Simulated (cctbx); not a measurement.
# Hf6Be6NiSn16 with cctbx, script by script

Library: cctbx 2025.11. The data are simulated by the first script.

## 1. Simulate the data

run.py:

```python
from cctbx import adptbx, crystal, miller, sgtbx, xray
from cctbx.array_family import flex
from iotbx.shelx import hklf
from scitbx import matrix
import scitbx.random

cs = crystal.symmetry(unit_cell=(13.194, 13.194, 13.194, 90, 90, 90), space_group_symbol='Hall: -F 4 2 3')  # Fm-3m
atoms = [  # label, site, U (iso, or U11 U22 U33 U12 U13 U23 in A^2), occupancy
    ("Hf1", (0.6913, 0, 0), (0.0170, 0.0119, 0.0119, 0.0000, 0.0000, 0.0000), 1),
    ("Sn1", (0.3397, 0.8397, 0.8397), (0.0131, 0.0131, 0.0131, 0.0016, 0.0016, 0.0016), 1),
    ("Sn2", (0.1184, 0.6184, 0.6184), (0.0111, 0.0111, 0.0111, -0.0006, -0.0006, -0.0006), 1),
    ("Ni1", (0, 0, 0), (0.0162, 0.0162, 0.0162, 0.0000, 0.0000, 0.0000), 1),
    ("Be1", (0, 0.75, 0.75), (0.0377, 0.0251, 0.0251, 0.0000, 0.0000, 0.0048), 1),
]
xs = xray.structure(crystal_symmetry=cs)
for label, site, u, occ in atoms:
    u = adptbx.u_cif_as_u_star(cs.unit_cell(), u) if isinstance(u, tuple) else u
    xs.add_scatterer(xray.scatterer(label, site=site, u=u, occupancy=occ))
xs.set_inelastic_form_factors(0.71073, "sasaki")
xs.show_summary()
p1 = xs.expand_to_p1()
ms = miller.build_set(p1, anomalous_flag=True, d_min=0.7)
flex.set_random_seed(682609)
scitbx.random.set_random_seed(682609)
ms = ms.select(flex.random_double(ms.size()) < 0.7)
i = ms.structure_factors_from_scatterers(p1, algorithm="direct").f_calc().as_intensity_array().data()
i = i * 5000 / flex.max(i)
sig = flex.sqrt(i + flex.pow2(0.015 * i) + 2 ** 2)
noise = scitbx.random.variate(scitbx.random.normal_distribution())(i.size())
data = ms.array(data=i + sig * noise, sigmas=sig).set_observation_type_xray_intensity()
with open("data.hkl", "w") as f:
    data.export_as_shelx_hklf(f)
print("reflections written:", data.size(), " <I/sigma> = %.1f" % flex.mean(data.data() / data.sigmas()))
for h, a, b in list(data.sort("data"))[:12]:
    print("%4d%4d%4d %9.1f %7.1f" % (h + (a, b)))
```

```console
$ python run.py
```

```text
Number of scatterers: 5
At special positions: 5
Unit cell: (13.194, 13.194, 13.194, 90, 90, 90)
Space group: F m -3 m (No. 225)
reflections written: 19643  <I/sigma> = 2.4
   4  -4   0    5070.5   103.1
   4   0  -4    5052.4   103.1
  -4   0   4    5002.7   103.1
   0   4  -4    4998.4   103.1
   0   4   4    4982.7   103.1
  -4   0  -4    4976.7   103.1
   0  -4   4    4961.1   103.1
   4   0   4    4933.2   103.1
   4   4   0    4882.5   103.1
   3   3   3    4793.2    99.3
   3  -3  -3    4771.8    99.3
  -3  -3   3    4683.6    99.3
```

Run time: 0.4 s on 1 thread of Arm Neoverse V2, on a shared host, peak memory 0.08 GiB.

## 2. Refinement (lightest element left out)

run.py:

```python
import math
from cctbx import adptbx, crystal, maptbx, sgtbx, xray
from cctbx.array_family import flex
from cctbx.xray import observations
from iotbx.shelx import hklf
from scitbx.lstbx import normal_eqns_solving
from smtbx import absolute_structure, utils
from smtbx.refinement import constraints, least_squares

cs = crystal.symmetry(unit_cell=(13.194, 13.194, 13.194, 90, 90, 90), space_group_symbol='Hall: -F 4 2 3')  # Fm-3m
atoms = [  # label, site, U (iso, or U11 U22 U33 U12 U13 U23 in A^2), occupancy
    ("Hf1", (0.6892, 0, 0), 0.0200, 1),
    ("Sn1", (0.341, 0.841, 0.841), 0.0200, 1),
    ("Sn2", (0.1177, 0.6177, 0.6177), 0.0200, 1),
    ("Ni1", (0, 0, 0), 0.0200, 1),
]
xs = xray.structure(crystal_symmetry=cs)
for label, site, u, occ in atoms:
    u = adptbx.u_cif_as_u_star(cs.unit_cell(), u) if isinstance(u, tuple) else u
    xs.add_scatterer(xray.scatterer(label, site=site, u=u, occupancy=occ))
xs.set_inelastic_form_factors(0.71073, "sasaki")
raw = hklf.reader(file_name="data.hkl").as_miller_arrays(crystal_symmetry=cs, anomalous=True)[0]
merged = raw.eliminate_sys_absent().merge_equivalents()
fo2 = merged.array().set_observation_type_xray_intensity()
print("Rint %.3f, %d unique reflections to %.2f A" % (merged.r_int(), fo2.size(), fo2.d_min()))
for sc in xs.scatterers():
    sc.flags.set_grad_site(True)
    sc.flags.set_grad_u_aniso(sc.flags.use_u_aniso())
    sc.flags.set_grad_u_iso(sc.flags.use_u_iso())
obs = fo2.as_xray_observations()
extra = {}
rep = constraints.reparametrisation(xs, [], utils.connectivity_table(xs), **extra)
ls = least_squares.crystallographic_ls(obs, rep, weighting_scheme=least_squares.mainstream_shelx_weighting(a=0, b=0))
print("cycle     R1     wR2    GooF  max shift (A)")
for cycle in range(8):
    ls.build_up()
    r1, wr2, goof = ls.r1_factor(cutoff_factor=2)[0], ls.wR2(), ls.goof()
    old = xs.sites_cart()
    normal_eqns_solving.levenberg_marquardt_iterations(ls, n_max_iterations=3, tau=1e-06, step_threshold=1e-7)
    big = flex.max((xs.sites_cart() - old).norms())
    print("%4d %7.4f %7.4f %7.3f %9.5f" % (cycle + 1, r1, wr2, goof, big))
    ls.build_up(objective_only=True)
    if abs(ls.wR2() - wr2) < 5e-5 and big < 5e-4:
        break
ls.build_up()
print("final R1 %.4f wR2 %.4f GooF %.3f  parameters %d  data/parameter %.1f" % (ls.r1_factor(cutoff_factor=2)[0], ls.wR2(), ls.goof(), ls.n_parameters, fo2.size() / ls.n_parameters))
cov = ls.covariance_matrix_and_annotations()
su = dict(zip(cov.annotations, (math.sqrt(max(v, 0)) for v in cov.matrix.matrix_packed_u_diagonal())))
a2 = cs.unit_cell().reciprocal_parameters()[0] ** -2
print("atom        x        y        z      Ueq    occ   su(xyz)  su(Uiso or U11)")
for sc in xs.scatterers():
    s = max(su.get(sc.label + k, 0) for k in (".x", ".y", ".z"))
    npd = "" if sc.is_positive_definite_u(cs.unit_cell()) else "  NPD"
    print("%-5s %8.5f %8.5f %8.5f %8.4f %6.3f %8.5f %7.4f%s" % ((sc.label,) + sc.site + (sc.u_iso_or_equiv(cs.unit_cell()), sc.occupancy, s, su.get(sc.label + ".uiso", su.get(sc.label + ".u11", 0) * a2), npd)))
fo = fo2.f_sq_as_f()
fc = fo.structure_factors_from_scatterers(xs, algorithm="direct").f_calc()
diff = fo.f_obs_minus_f_calc(1 / math.sqrt(ls.scale_factor()), fc).average_bijvoet_mates()
m = diff.fft_map(symmetry_flags=maptbx.use_space_group_symmetry, resolution_factor=0.25).apply_volume_scaling()
print("difference map: max %.2f min %.2f rms %.2f" % (m.statistics().max(), m.statistics().min(), m.statistics().sigma()))
peaks = m.peak_search(parameters=maptbx.peak_search_parameters(min_distance_sym_equiv=0.6, max_clusters=8)).all()
near = xs.closest_distances(peaks.sites(), distance_cutoff=4)
sps = cs.special_position_settings(min_distance_sym_equiv=0.5)
for k, (x, h) in enumerate(zip(peaks.sites(), peaks.heights())):
    ss = sps.site_symmetry(x)
    print("Q%-3d %7.4f %7.4f %7.4f %4d %7.2f  %.2f A from %s" % ((k + 1,) + tuple(t % 1 for t in ss.exact_site()) + (ss.multiplicity(), h, near.smallest_distances[k], xs.scatterers()[near.i_seqs[k]].label)))
```

```console
$ python run.py
```

```text
Rint 0.044, 220 unique reflections to 0.70 A
cycle     R1     wR2    GooF  max shift (A)
   1  0.1162  0.2266  13.142   0.03019
   2  0.0305  0.0640   3.711   0.00000
final R1 0.0305 wR2 0.0640 GooF 3.711  parameters 7  data/parameter 31.4
atom        x        y        z      Ueq    occ   su(xyz)  su(Uiso or U11)
Hf1    0.69131  0.00000  0.00000   0.0134  1.000  0.00007  0.0002
Sn1    0.33968  0.83968  0.83968   0.0131  1.000  0.00006  0.0003
Sn2    0.11839  0.61839  0.61839   0.0110  1.000  0.00005  0.0003
Ni1    0.00000  0.00000  0.00000   0.0151  1.000  0.00000  0.0013
difference map: max 8.27 min -3.28 rms 0.53
Q1    0.0000  0.2500  0.2500   24    8.27  2.70 A from Sn1
Q2    0.0000  0.0000  0.2760   24    7.13  0.43 A from Hf1
Q3    0.0000  0.0000  0.3418   24    6.21  0.44 A from Hf1
Q4    0.1406  0.1406  0.3594   32    4.04  0.45 A from Sn1
Q5    0.1796  0.1796  0.3204   32    4.02  0.44 A from Sn1
Q6    0.0000  0.0428  0.4054   96    1.06  1.40 A from Hf1
Q7    0.1208  0.1208  0.1208   32    0.94  0.06 A from Sn2
Q8    0.0616  0.0616  0.4384   32    0.82  2.06 A from Hf1
```

Time: 0.5 s.

Figures of merit this high mean that the model is still wrong or incomplete.

## 3. Refinement (whole model)

run.py, as its changes from the last script of this kind:

```diff
@@ -15,0 +16 @@
+    ("Be1", (0, 0.75, 0.75), 0.0200, 1),
@@ -60 +61 @@
-peaks = m.peak_search(parameters=maptbx.peak_search_parameters(min_distance_sym_equiv=0.6, max_clusters=8)).all()
+peaks = m.peak_search(parameters=maptbx.peak_search_parameters(min_distance_sym_equiv=0.6, max_clusters=6)).all()
```

```console
$ python run.py
```

```text
Rint 0.044, 220 unique reflections to 0.70 A
cycle     R1     wR2    GooF  max shift (A)
   1  0.1140  0.2223  12.920   0.02982
   2  0.0230  0.0527   3.063   0.00000
final R1 0.0230 wR2 0.0527 GooF 3.063  parameters 8  data/parameter 27.5
atom        x        y        z      Ueq    occ   su(xyz)  su(Uiso or U11)
Hf1    0.69133  0.00000  0.00000   0.0135  1.000  0.00006  0.0002
Sn1    0.33970  0.83970  0.83970   0.0131  1.000  0.00005  0.0002
Sn2    0.11840  0.61840  0.61840   0.0111  1.000  0.00004  0.0002
Ni1    0.00000  0.00000  0.00000   0.0154  1.000  0.00000  0.0011
Be1    0.00000  0.75000  0.75000   0.0300  1.000  0.00000  0.0064
difference map: max 6.57 min -3.27 rms 0.44
Q1    0.0000  0.0000  0.2750   24    6.57  0.44 A from Hf1
Q2    0.0000  0.0000  0.3409   24    6.16  0.43 A from Hf1
Q3    0.1406  0.1406  0.3594   32    4.25  0.45 A from Sn1
Q4    0.1803  0.1803  0.3197   32    4.00  0.46 A from Sn1
Q5    0.0000  0.0429  0.4055   96    0.99  1.40 A from Hf1
Q6    0.0607  0.0607  0.4393   32    0.90  2.06 A from Hf1
```

Time: 0.55 s.

Figures of merit this high mean that the model is still wrong or incomplete.

## 4. Simulate the data

run.py, as its changes from the last script of this kind:

```diff
@@ -19 +19 @@
-xs.set_inelastic_form_factors(0.71073, "sasaki")
+xs.switch_to_neutron_scattering_dictionary()
@@ -22 +22 @@
-ms = miller.build_set(p1, anomalous_flag=True, d_min=0.7)
+ms = miller.build_set(p1, anomalous_flag=True, d_min=0.8)
```

```console
$ python run.py
```

```text
Number of scatterers: 5
At special positions: 5
Unit cell: (13.194, 13.194, 13.194, 90, 90, 90)
Space group: F m -3 m (No. 225)
reflections written: 13069  <I/sigma> = 2.6
  -4   0   4    5235.8   103.1
  -4  -4   0    5092.1   103.1
   4   0  -4    5091.9   103.1
  -4   0  -4    5077.9   103.1
   4   0   4    5026.1   103.1
   0  -4   4    5022.7   103.1
   0   4   4    4989.6   103.1
   0  -4  -4    4929.1   103.1
   4  -4   0    4921.7   103.1
   0   4  -4    4805.7   103.1
   6  -6  -6    2964.0    69.5
   6   6   6    2934.7    69.5
```

Time: 0.37 s.

## 5. Refinement (lightest element left out)

run.py, as its changes from the last script of this kind:

```diff
@@ -12,3 +12,3 @@
-    ("Hf1", (0.6892, 0, 0), 0.0200, 1),
-    ("Sn1", (0.341, 0.841, 0.841), 0.0200, 1),
-    ("Sn2", (0.1177, 0.6177, 0.6177), 0.0200, 1),
+    ("Hf1", (0.6905, 0, 0), 0.0200, 1),
+    ("Sn1", (0.339, 0.839, 0.839), 0.0200, 1),
+    ("Sn2", (0.1178, 0.6178, 0.6178), 0.0200, 1),
@@ -16 +15,0 @@
-    ("Be1", (0, 0.75, 0.75), 0.0200, 1),
@@ -22 +21 @@
-xs.set_inelastic_form_factors(0.71073, "sasaki")
+xs.switch_to_neutron_scattering_dictionary()
@@ -61 +60 @@
-peaks = m.peak_search(parameters=maptbx.peak_search_parameters(min_distance_sym_equiv=0.6, max_clusters=6)).all()
+peaks = m.peak_search(parameters=maptbx.peak_search_parameters(min_distance_sym_equiv=0.6, max_clusters=8)).all()
```

```console
$ python run.py
```

```text
Rint 0.042, 157 unique reflections to 0.80 A
cycle     R1     wR2    GooF  max shift (A)
   1  0.4678  0.7887  47.127   0.04384
   2  0.4286  0.7087  42.349   0.00333
   3  0.4294  0.7072  42.259   0.00075
   4  0.4294  0.7070  42.246   0.00016
final R1 0.4294 wR2 0.7070 GooF 42.243  parameters 7  data/parameter 22.4
atom        x        y        z      Ueq    occ   su(xyz)  su(Uiso or U11)
Hf1    0.69413  0.00000  0.00000   0.0001  1.000  0.00186  0.0056
Sn1    0.34055  0.84055  0.84055   0.0001  1.000  0.00092  0.0061
Sn2    0.11692  0.61692  0.61692   0.0030  1.000  0.00099  0.0065
Ni1    0.00000  0.00000  0.00000   0.0008  1.000  0.00000  0.0085
difference map: max 45.76 min -7.83 rms 2.52
Q1    0.0000  0.2500  0.2500   24   45.76  2.70 A from Sn1
Q2    0.1216  0.1216  0.1216   32   21.49  0.11 A from Sn2
Q3    0.0000  0.0000  0.3157   24   19.71  0.13 A from Hf1
Q4    0.0000  0.0000  0.0000    4   16.45  0.00 A from Ni1
Q5    0.1658  0.1658  0.3342   32   13.96  0.14 A from Sn1
Q6    0.2500  0.2500  0.2500    8   13.20  2.07 A from Sn1
Q7    0.0000  0.0000  0.2326   24    4.05  0.97 A from Hf1
Q8    0.0666  0.0666  0.3369   96    3.68  1.31 A from Hf1
```

Time: 0.61 s.

Figures of merit this high mean that the model is still wrong or incomplete.

## 6. Refinement (whole model)

run.py, as its changes from the last script of this kind:

```diff
@@ -15,0 +16 @@
+    ("Be1", (0, 0.75, 0.75), 0.0200, 1),
@@ -60 +61 @@
-peaks = m.peak_search(parameters=maptbx.peak_search_parameters(min_distance_sym_equiv=0.6, max_clusters=8)).all()
+peaks = m.peak_search(parameters=maptbx.peak_search_parameters(min_distance_sym_equiv=0.6, max_clusters=6)).all()
```

```console
$ python run.py
```

```text
Rint 0.042, 157 unique reflections to 0.80 A
cycle     R1     wR2    GooF  max shift (A)
   1  0.1137  0.2652  15.897   0.01676
   2  0.0317  0.0712   4.269   0.00000
final R1 0.0317 wR2 0.0712 GooF 4.269  parameters 8  data/parameter 19.6
atom        x        y        z      Ueq    occ   su(xyz)  su(Uiso or U11)
Hf1    0.69124  0.00000  0.00000   0.0135  1.000  0.00013  0.0004
Sn1    0.33973  0.83973  0.83973   0.0131  1.000  0.00008  0.0005
Sn2    0.11841  0.61841  0.61841   0.0111  1.000  0.00007  0.0005
Ni1    0.00000  0.00000  0.00000   0.0163  1.000  0.00000  0.0007
Be1    0.00000  0.75000  0.75000   0.0287  1.000  0.00000  0.0005
difference map: max 1.45 min -1.50 rms 0.13
Q1    0.0401  0.2500  0.2500   48    1.46  0.53 A from Be1
Q2    0.0000  0.0000  0.3469   24    0.89  0.50 A from Hf1
Q3    0.0000  0.0000  0.2758   24    0.86  0.43 A from Hf1
Q4    0.1798  0.1798  0.3202   32    0.45  0.45 A from Sn1
Q5    0.1369  0.1369  0.3631   32    0.43  0.53 A from Sn1
Q6    0.0000  0.1921  0.3079   48    0.36  1.08 A from Be1
```

It took 0.5 s on 1 thread of Arm Neoverse V2 (shared host), peak memory 0.09 GiB.

Figures of merit this high mean that the model is still wrong or incomplete.

[Logs are printed without paths, hosts, clocks, repeated set-up lines and the standing remarks that a program may print on its own settings, such as how far it seeks lower states.]
